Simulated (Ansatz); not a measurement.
# I on Be(0001): change of the work function, part 2 of 2

How does I on the hcp site change the work function of Be(0001) as the layer fills?

Ansatz 0.2.0; plane-wave DFT, PBE, Ansatz PAW.

So far, work function, upper face (eV): step 2 (the clean slab) 5.30; step 3 (the covered slab, k-mesh 5×5×1, coverage 0.111 ML) 4.31; step 4 (the covered slab, k-mesh 8×8×1, coverage 0.25 ML) 3.94; step 6 (the slab at 0.25 ML, atoms frozen) 3.94.

## 7. The substrate of the 0.25 ML cell alone

System of this step: I/Be(0001), substrate alone, atoms held. The cell holds 16 atoms: 16 Be. Its edges and angles: a = 4.580 Å, b = 4.580 Å, c = 25.512 Å, α = 90.0°, β = 90.0°, γ = 60.0°. Vacuum lies along c.

The second part, atoms unmoved.

input.yaml reads:

```yaml
crystal:
  lattice:
    - [4.58, 0.0, 0.0]
    - [2.29, 3.9663963494, 0.0]
    - [0.0, 0.0, 25.5119770977]
  atoms:
    - { symbol: Be, position: [0.3333333333, 0.3333333333, 0.3527754813] }
    - { symbol: Be, position: [0.0, 0.0, 0.4231038214] }
    - { symbol: Be, position: [0.3333333333, 0.3333333333, 0.495345462] }
    - { symbol: Be, position: [0.0, 0.0, 0.5589658446] }
    - { symbol: Be, position: [0.3333333333, 0.8333333333, 0.3527754813] }
    - { symbol: Be, position: [0.0, 0.5, 0.4231038214] }
    - { symbol: Be, position: [0.3321095617, 0.8339452192, 0.4928819708] }
    - { symbol: Be, position: [-0.0125528989, 0.5062764495, 0.5653244207] }
    - { symbol: Be, position: [0.8333333333, 0.3333333333, 0.3527754813] }
    - { symbol: Be, position: [0.5, 0.0, 0.4231038214] }
    - { symbol: Be, position: [0.8339452192, 0.3321095617, 0.4928819708] }
    - { symbol: Be, position: [0.5062764495, -0.0125528989, 0.5653244207] }
    - { symbol: Be, position: [0.8333333333, 0.8333333333, 0.3527754813] }
    - { symbol: Be, position: [0.5, 0.5, 0.4231038214] }
    - { symbol: Be, position: [0.8339452192, 0.8339452192, 0.4928819708] }
    - { symbol: Be, position: [0.5062764495, 0.5062764495, 0.5653244207] }
kpoints:
  mp_grid: { grid: [8, 8, 1] }
hamiltonian:
  xc: pbe
scf:
  occupations: { method: fermi_dirac, width: 0.1 }
  convergence: { dr2_threshold: 1.0e-08 }
efield:
  axis: 3
  dipole_correction: true
  ramp_position: 0.97
  ramp_width: 0.06
output:
  write_potential: true
  write_density: true
  volumetric_format: npy
```

Command:

```bash
$ ansatz run input.yaml --threads 4 --pin off --max-ram 6144MiB --backend cpu --events-out ev --progress --plain --runs-dir out
```

The job ended after 9.6 s (4 threads of Arm Neoverse N1, shared host; peak memory 0.76 GiB).

This step gave:

```yaml
energy_at_zero_smearing: -1480.0250 eV
work_function_upper_face: 5.305 eV
work_function_lower_face: 5.329 eV
dipole_along_the_normal: 0.002356 e·Å
step_between_the_vacuum_levels: -0.02347 eV
```

The work function of the upper face is 5.31 eV.

## 8. The adsorbate layer of the 0.25 ML cell alone

System of this step: I/Be(0001), adsorbate layer alone, atoms held. The cell holds 1 atom: 1 I. Its edges and angles: a = 4.580 Å, b = 4.580 Å, c = 25.512 Å, α = 90.0°, β = 90.0°, γ = 60.0°. Vacuum lies along c.

The third part; a free layer of atoms may carry a moment, so spin is on.

input.yaml, the sections that differ from step 7:

```yaml
crystal:
  lattice:
    - [4.58, 0.0, 0.0]
    - [2.29, 3.9663963494, 0.0]
    - [0.0, 0.0, 25.5119770977]
  atoms:
    - { symbol: I, position: [0.3333333333, 0.3333333333, 0.6504712265], spin: 1.0 }
magnetization:
  spin_polarized: true
# kpoints, hamiltonian, scf, efield, output: as in step 7
```

The job ended after 11 s (4 threads; peak memory 0.71 GiB; 41 s of CPU time).

Numbers from this step:

| Property | Result |
| --- | --- |
| energy at zero smearing | -7511.9088 eV |
| total moment | 0.9805 μB |
| site moments | 0.9474 μB |
| work function, upper face | 6.757 eV |
| dipole along the normal | -2.08e-6 e·Å |

Site moment by atom:

```csv
atom,site moment (μB)
I1,0.947
```

The free layer carries a moment of 1.0 μB a cell.

## 9. Density difference at 0.25 ML

This step: plane-wave DFT, PBE, Ansatz PAW; density difference on adsorption (Ansatz 0.2.0).

The densities of the parts are taken from that of the whole and averaged over planes; the first moment of what is left gives the step in the potential.

This step gave:

- largest charge moved: 0.004160 e/Å²
- potential step from the moved charge: -1.277 eV

The electron density difference oscillates, so the rows of the table below give means over windows of 1 Å about each position, cut where the curve ends. Its maxima inside the range that stand out by 2 % of the span (Å: e/Å³): 8.8: 0.00116, 10.6: 0.00196, 12.3: 0.00278, 13.9: 0.00478, 15.4: 0.00353, 16.6: 0.00784. Its minima: 9.6: -0.00122, 11.3: -0.00178, 13.0: -0.00287, 14.7: -0.00788, 16.0: -0.00242, 17.7: -0.00463.

Planar mean, whole system less its parts. Electron density difference against z; means over each step:

z (Å), electron density difference (e/Å³) and a bar from the least value:
```
        4    0.00000 ###############
        5    0.00000 ###############
        6   -0.00003 ###############
        7   -0.00017 ##############
        8   -0.00002 ###############
        9    0.00049 #################
       10   -0.00021 ##############
       11    0.00015 ###############
       12    0.00099 ###################
       13   -0.00098 ##########
       14    0.00186 #######################
       15   -0.00302 #
       16    0.00138 #####################
       17    0.00336 ##############################
       18   -0.00326 
       19   -0.00050 #############
       20   -0.00003 ###############
       21    0.00000 ###############
```

The electrons moved below z oscillates, so the rows of the table below give means over windows of 1.56 Å about each position, cut where the curve ends. Its maxima inside the range that stand out by 2 % of the span (Å: e/Å²): 9.2: 4.1e-4, 10.9: 8.1e-4, 12.6: 0.00149, 14.2: 0.00271, 15.7: -3.4e-4, 17.3: 0.00416. Its minima: 8.1: -3.4e-4, 10.1: -2.9e-4, 11.8: -1.1e-4, 13.3: 1.5e-4, 15.2: -0.00168, 16.2: -9.9e-4.

Planar mean, whole system less its parts. Table of electrons moved below z by z; means over each step:

```csv
z (Å),electrons moved below z (e/Å²)
3.90,-1.3e-7
5.46,-5.7e-6
7.02,-1.2e-4
8.58,-1.8e-5
10.14,9.6e-5
11.70,4.1e-4
13.26,9.7e-4
14.82,2.3e-4
16.38,9.3e-4
17.94,0.00198
19.50,4.7e-5
21.06,-3.9e-7
```

## 10. The same run with other settings

This step: plane-wave DFT, PBE, Ansatz PAW (Ansatz 0.2.0).

System of this step: I/Be(0001). The cell holds 17 atoms: 16 Be and 1 I. Its edges and angles: a = 4.580 Å, b = 4.580 Å, c = 25.512 Å, α = 90.0°, β = 90.0°, γ = 60.0°. Vacuum lies along c.

An input spoilt on purpose, to show how the run answers: it repeats the earlier run at 0.25 ML with efield.axis from 3 to 1, and scf.max_iter set to 100; its output block differs too.

input.yaml reads:

```yaml
crystal:
  lattice:
    - [4.58, 0.0, 0.0]
    - [2.29, 3.9663963494, 0.0]
    - [0.0, 0.0, 25.5119770977]
  atoms:
    - { symbol: Be, position: [0.3333333333, 0.3333333333, 0.3527754813] }
    - { symbol: Be, position: [0.0, 0.0, 0.4231038214] }
    - { symbol: Be, position: [0.3333333333, 0.3333333333, 0.493673835] }
    - { symbol: Be, position: [0.0, 0.0, 0.5655612216] }
    - { symbol: Be, position: [0.3333333333, 0.8333333333, 0.3527754813] }
    - { symbol: Be, position: [0.0, 0.5, 0.4231038214] }
    - { symbol: Be, position: [0.3333333333, 0.8333333333, 0.493673835] }
    - { symbol: Be, position: [0.0, 0.5, 0.5655612216] }
    - { symbol: Be, position: [0.8333333333, 0.3333333333, 0.3527754813] }
    - { symbol: Be, position: [0.5, 0.0, 0.4231038214] }
    - { symbol: Be, position: [0.8333333333, 0.3333333333, 0.493673835] }
    - { symbol: Be, position: [0.5, 0.0, 0.5655612216] }
    - { symbol: Be, position: [0.8333333333, 0.8333333333, 0.3527754813] }
    - { symbol: Be, position: [0.5, 0.5, 0.4231038214] }
    - { symbol: Be, position: [0.8333333333, 0.8333333333, 0.493673835] }
    - { symbol: Be, position: [0.5, 0.5, 0.5655612216] }
    - { symbol: I, position: [0.3333333333, 0.3333333333, 0.6472245187] }
kpoints:
  mp_grid: { grid: [8, 8, 1] }
hamiltonian:
  xc: pbe
scf:
  occupations: { method: fermi_dirac, width: 0.1 }
  convergence: { dr2_threshold: 1.0e-08 }
  max_iter: 100
efield:
  axis: 1
  dipole_correction: true
  ramp_position: 0.97
  ramp_width: 0.06
relax:
  f_tol: 0.02
  max_steps: 60
  constraints: [{ sites: [0, 1, 4, 5, 8, 9, 12, 13] }]
output:
  bader: true
  dos: { projected: true, e_range: [-8, 4] }
  write_potential: true
  write_density: true
  volumetric_format: npy
```

Elapsed: 0.42 s, on 4 threads; peak memory 0.56 GiB.

The input was rejected at the start.

The program's message: “Error: efield: ion 1 (Be) at fractional coordinate 0.0000 along the field axis lies inside the sawtooth ramp with 2 of the planes that the density is read on at each end, [0.9075, 0.0925] — the ramp m …”

The fault put into the input: the field along an axis without vacuum.

## 11. Results

```json
{
  "work function of the clean face": "5.30 eV",
  "work function at 0.11 ML": "4.31 eV",
  "work function at 0.25 ML": "3.94 eV",
  "dipole per adsorbate at 0.11 ML, positive end outwards": "1.03 D",
  "step of the potential from the moved charge at 0.25 ML, upper less lower side, atoms held": "-1.28 eV"
}
```

**Reading.** I lowers the work function of Be(0001) at the lowest coverage, by 0.98 eV: the adsorbate layer has its positive end outwards. An electronegative adsorbate that lowers the work function shows that charge transfer alone doesn't fix the sign: the pushed-back electron tail of the metal and the adsorbate's own polarisation count too. The slab has 4 layers, at the tabulated experimental lattice constant, one starting site was run, and quantum-size effects of a slab this thin can reach one or two tenths of an eV.

[Logs are printed without paths, hosts, clocks, repeated set-up lines and the standing remarks that a program may print on its own settings, such as how far it seeks lower states.]

[Hosts, paths, dates, database ids (printed as entryN), source tags and the programs' standing remarks are cut or masked in the printed files.]

[Maps of the electrostatic potential energy from Ansatz leave out the sawtooth potential of an applied field or a dipole correction, so their vacuum need not be flat; planar profiles and work functions include it.]
